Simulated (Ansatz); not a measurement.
# CdHC2O3: valence-band photoemission, part 3 of 3

Wanted: projected DOS of CdHC2O3, weighted into photoemission and X-ray emission spectra, at several levels of theory. Spin–orbit coupling is left out of the bands throughout.

Ansatz 0.2.0; DFT, PBE, plane-wave PAW, default files, scalar-relativistic (the session's first sound run).

So far, gap on the path (eV): step 2 (the base run, PBE) 1.93; step 3 (with PBEsol) 1.79; step 4 (with LDA) 1.70.

## 5. Norm-conserving files (continued)

The DOS has structure finer than the step of the table below, so its rows give means over 1 eV, whole bins alone (the curve runs from -23.4 to 11.6 eV). Peaks (eV: height): total -21.3: 52.3, -18.7: 42.7, -16.8: 38.4, -6.9: 60.8; O 2p -3.0: 12.5, -2.4: 14.5, -1.9: 18.6, -0.9: 12.9; Cd 4d -7.4: 20.1, -6.9: 51.9; C 2p -21.3: 10.1, -16.8: 22.8, -10.2: 8.89, -10.0: 11.5; O 2s -21.8: 13.0, -21.3: 30.9, -20.9: 21.9, -18.7: 33.6.

* holds the states left over by the projection beside any projected weight of its own. The DOS by E, zero at the valence-band maximum; means over each step; 7 of 9 lines; values in states/eV/cell:

| E (eV) | total | O 2p | Cd 4d | C 2p | O 2s | C 2s | Cd 5s |
| --- | --- | --- | --- | --- | --- | --- | --- |
| -22 | 4.00 | 0.289 | 0.00608 | 0.0499 | 2.13 | 1.44 | 0.0327 |
| -21 | 12.0 | 0.633 | 0.0234 | 2.45 | 7.26 | 1.45 | 0.0626 |
| -20 | 0 | 0 | 0 | 0 | 0 | 0 | 0 |
| -19 | 8.00 | 0.119 | 0.113 | 0.00681 | 6.21 | 0.0123 | 0.204 |
| -18 | 0 | 0 | 0 | 0 | 0 | 0 | 0 |
| -17 | 4.00 | 0.0142 | 0.00421 | 2.38 | 0.468 | 1.08 | 0.00177 |
| -16 | 0 | 0 | 0 | 0 | 0 | 0 | 0 |
| -15 | 0 | 0 | 0 | 0 | 0 | 0 | 0 |
| -14 | 0 | 0 | 0 | 0 | 0 | 0 | 0 |
| -13 | 0 | 0 | 0 | 0 | 0 | 0 | 0 |
| -12 | 0 | 0 | 0 | 0 | 0 | 0 | 0 |
| -11 | 0 | 0 | 0 | 0 | 0 | 0 | 0 |
| -10 | 8.00 | 1.87 | 0.283 | 2.52 | 1.17 | 1.96 | 0.0883 |
| -9 | 0.405 | 0.193 | 0.116 | 0.0206 | 0.0244 | 0.0105 | 0.0221 |
| -8 | 18.6 | 6.59 | 7.07 | 3.12 | 0.710 | 0.206 | 0.299 |
| -7 | 32.1 | 4.86 | 22.9 | 3.34 | 0.367 | 0.191 | 0.206 |
| -6 | 13.6 | 5.09 | 4.88 | 2.20 | 0.698 | 0.0822 | 0.338 |
| -5 | 12.6 | 7.17 | 2.00 | 2.26 | 0.572 | 0.0354 | 0.185 |
| -4 | 8.69 | 6.18 | 0.698 | 1.17 | 0.204 | 0.0331 | 0.252 |
| -3 | 12.6 | 10.2 | 0.518 | 0.667 | 0.172 | 0.419 | 0.351 |
| -2 | 12.8 | 10.4 | 1.08 | 0.495 | 0.112 | 0.334 | 0.0772 |
| -1 | 5.22 | 3.73 | 0.162 | 1.10 | 0.0212 | 0.0167 | 0.0457 |
| 0 | 3.46 | 2.49 | 0.0816 | 0.713 | 0.0139 | 0.00238 | 0.0407 |
| 1 | 0 | 0 | 0 | 0 | 0 | 0 | 0 |
| 2 | 2.57 | 0.666 | 0.00552 | 1.50 | 0.0631 | 0.00821 | 0.222 |
| 3 | 6.94 | 1.82 | 0.0143 | 3.74 | 0.260 | 0.0268 | 0.773 |
| 4 | 2.21 | 0.344 | 0.00350 | 0.138 | 0.261 | 0.0563 | 1.12 |
| 5 | 4.97 | 0.778 | 0.00600 | 0.303 | 0.304 | 0.128 | 2.49 |
| 6 | 2.61 | 0.195 | 0.00174 | 0.196 | 0.0935 | 0.102 | 0.331 |
| 7 | 6.98 | 0.470 | 0.00331 | 1.34 | 0.251 | 0.233 | 0.153 |
| 8 | 9.55 | 0.853 | 0.00543 | 2.46 | 0.197 | 0.224 | 0.205 |
| 9 | 7.18 | 0.523 | 0.00332 | 0.529 | 0.175 | 0.383 | 0.100 |
| 10 | 11.6 | 0.668 | 0.00411 | 1.33 | 0.149 | 1.20 | 0.0815 |
| 11 | 14.0 | 0.980 | 0.00352 | 2.11 | 0.205 | 2.37 | 0.0856 |

The two runs compared:

| quantity | this run | base run | difference |
| --- | --- | --- | --- |
| gap on the path (eV) | 1.9436 | 1.9276 | 0.0160 |
| least direct gap on the path (eV) | 1.9436 | 1.9276 | 0.0160 |
| gap on the k-mesh (eV) | 1.9436 | 1.9276 | 0.0159 |

The gap on the path, least direct gap on the path and gap on the k-mesh move by 0.02 eV at most against the base run, so this change doesn't matter for them.

## 6. Another try

In this try the input is made faulty on purpose, to show what that does.

This step: DFT, PBE, plane-wave PAW, default files, scalar-relativistic; changed: crystal.atoms[22].position = [0.7695, 0.5947, 0.0733], scf.max_iter = 75 (Ansatz 0.2.0).

File input.yaml:

```yaml
crystal:
  lattice:
    - [3.5793, 0.0, 0.0]
    - [0.0, 10.4878, 0.0]
    - [-1.4242045148, 0.0, 8.4644194757]
  atoms:
    - { symbol: Cd, position: [0.21353, 0.87775, 0.42213] }
    - { symbol: Cd, position: [0.78647, 0.37775, 0.07787] }
    - { symbol: Cd, position: [0.78647, 0.12225, 0.57787] }
    - { symbol: Cd, position: [0.21353, 0.62225, 0.92213] }
    - { symbol: O, position: [0.7695, 0.9053, 0.5733] }
    - { symbol: O, position: [0.2305, 0.4053, 0.9267] }
    - { symbol: O, position: [0.2305, 0.0947, 0.4267] }
    - { symbol: O, position: [0.7695, 0.5947, 0.0733] }
[... 16 atom lines left out ...]
    - { symbol: H, position: [0.8072, 0.8607, 0.6746] }
    - { symbol: H, position: [0.1928, 0.3607, 0.8254] }
    - { symbol: H, position: [0.1928, 0.1393, 0.3254] }
    - { symbol: H, position: [0.8072, 0.6393, 0.1746] }
kpoints:
  mp_grid: { grid: [6, 2, 4] }
scf:
  occupations: { method: fermi_dirac, width: 0.02 }
  n_extra_bands: 40
  max_iter: 75
hamiltonian:
  xc: pbe
  pseudopotentials: { kind: paw }
output:
  forces: true
  stress: true
  dos:
    projected:
      site_lists:
        Cd1: [0, 1, 2, 3]
        O5: [4, 5, 6, 7]
        O9: [8, 9, 10, 11]
        O13: [12, 13, 14, 15]
        C17: [16, 17, 18, 19]
        C21: [20, 21, 22, 23]
        H25: [24, 25, 26, 27]
    de: 0.05
    e_range: [-28, 12]
    nscf_kmesh: { grid: [10, 4, 4] }
```

Launch:

```
> ansatz run input.yaml --threads 4 --pin off --max-ram 8192MiB --backend cpu --events-out ev --progress --plain --runs-dir out
```

Wall time 0.02 s (4 threads of Arm Neoverse V2, shared host); peak memory 0.042 GiB.

The input was rejected at the start.

The program's message: “Error: atoms 7 (O) and 22 (C) coincide: fractional positions [0.7695, 0.5947, 0.0733] and [0.7695, 0.5947, 0.0733] are 0.00e0 Å apart, within the symmetry tolerance 1e-5 (fractional) on every axis — r …”

The change that led to it: crystal.atoms[22].position = [0.7695, 0.5947, 0.0733].

## 7. Outcome

```
least gap on the mesh and the path                           : 1.93 eV
strongest listed peak within 13 eV of the zero, at 1486.7 eV : 6.9 eV binding, mostly Cd 4d
strongest listed peak within 13 eV of the zero, at 21.2 eV   : 7.1 eV binding, led by Cd 4d
Cd 4d centre of the filled part                              : -6.74 eV (10.0 states an atom)
PBE (2 min on 4 threads)                                     : gap 1.93 eV, highest Al Kα peak within 13 eV at 6.9 eV (Cd 4d)
PBEsol (1.9 min on 4 threads)                                : gap 1.79 eV, highest Al Kα peak within 13 eV at 6.9 eV (Cd 4d)
LDA (1.9 min on 4 threads)                                   : gap 1.70 eV, highest Al Kα peak within 13 eV at 6.8 eV (Cd 4d)
norm-conserving files (11 min on 4 threads)                  : gap 1.94 eV, highest Al Kα peak within 13 eV at 6.9 eV (Cd 4d)
```

**Reading.** CdHC2O3 is an insulator or semiconductor at the base level (gap 1.93 eV), and its valence spectrum changes with photon energy as the shells' cross sections do. At 21.2 eV the valence spectrum has its highest listed peaks within 10.8 eV at 0.7 eV (O 2p), 1.9 eV (O 2p), 2.7 eV (O 2p), 4.7 eV (O 2p) and 7.1 eV (mixed, Cd 4d leading). At 1486.7 eV the valence spectrum has its highest listed peak within 13 eV at 6.9 eV (Cd 4d). The shell named is the one with most of the intensity, cross sections included, not always the one with most states there. With PBEsol, the gap on the path moves from 1.93 to 1.79 eV. With LDA, the gap on the path moves from 1.93 to 1.70 eV. With potentials nc, the gap on the path stays within 0.02 eV. At 21.2 eV the area is led by O 2p (64 %), at 5414.7 eV by Cd 4d (74 %). These are Kohn–Sham levels; self-energy shifts and satellites are missing. Semilocal functionals underbind filled localised shells, so the Cd 4d peak should lie deeper in a measurement, and spin–orbit coupling splits d and f lines of heavy atoms. Each run has its own recipe for the spectra (widths, photon energies, in some runs the light), so peak heights and places can differ between runs for that reason too. Semilocal Kohn–Sham gaps are too small as a rule. Spin–orbit coupling is left out, which matters for the heavy atoms here.

[Logs are printed without paths, hosts, clocks, repeated set-up lines and the standing remarks that a program may print on its own settings, such as how far it seeks lower states.]

[Hosts, paths, dates, database ids (printed as entryN), source tags and the programs' standing remarks are cut or masked in the printed files.]

[Maps of the electrostatic potential energy from Ansatz leave out the sawtooth potential of an applied field or a dipole correction, so their vacuum need not be flat; work functions include it.]

[Peak lists hold at most the 14 tallest peaks of each spectrum; further lines can be left out.]
